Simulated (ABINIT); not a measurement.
An input for ABINIT 10.8.3 (K2Pt (Fm-3m)):

```
acell 3*1.0 Angstrom
rprim 
  -0.000000000000 3.781463140000 3.781463140000
  3.781463140000 -0.000000000000 3.781463140000
  3.781463140000 3.781463140000 -0.000000000000
ntypat 2
znucl 19 78
natom 3
typat 1 1 2
xred 
  0.750000000000 0.750000000000 0.750000000000
  0.250000000000 0.250000000000 0.250000000000
  0.000000000000 0.000000000000 0.000000000000
pp_dirpath "pseudos"
pseudos "K.upf, Pt.upf"
ecut 38
nspinor 2
ngkpt 2 2 2
nshiftk 1
shiftk 0 0 0
kptopt 1
chksymbreak 0
istwfk *1
occopt 1
irdwfk 1
optdriver 4
nband 142
gwcalctyp 0
ecutsigx 38
symsigma 0
nkptgw 3
kptgw 
  0.5000000000 0.5000000000 0.0000000000
  0.5000000000 0.0000000000 0.0000000000
  0.0000000000 0.0000000000 0.0000000000
bdgw 
  33 40
  33 40
  31 42
ecuteps 3.6
irdscr 1
ppmodel 1
indata_prefix "in"
outdata_prefix "out"
tmpdata_prefix "tmp"
```

```sh
OMP_NUM_THREADS=1 mpirun -n 4 abinit run.abi > log
```

Q: Estimate wall time and host memory on 4 MPI ranks of Arm Neoverse V1, shared host.

It took 91 s; on shared hardware allow 46 s to 3 min. Peak host memory was 2.6 GiB.

[Paths, hosts, dates, memory and timing lines, banners, echoed tables and standing remarks are left out of the program output.]

[Logs are printed without paths, hosts, clocks, repeated set-up lines and the standing remarks that a program may print on its own settings, such as how far it seeks lower states.]

[Runs of the session that timed out or met a known fault of the program may be left out.]

[Hosts, paths, dates, database ids (printed as entryN), source tags and the programs' standing remarks are cut or masked in the printed files.]

[G0W0 gaps are taken among the corrected bands and points alone; a level outside them can change the order at an edge.]

[Where Ansatz stands beside ABINIT at settings called matched, ABINIT's density can come from a denser mesh and the files from another edition; pairs whose starting gaps differed by over 0.03 eV were left out, so agreement reads better than it is.]
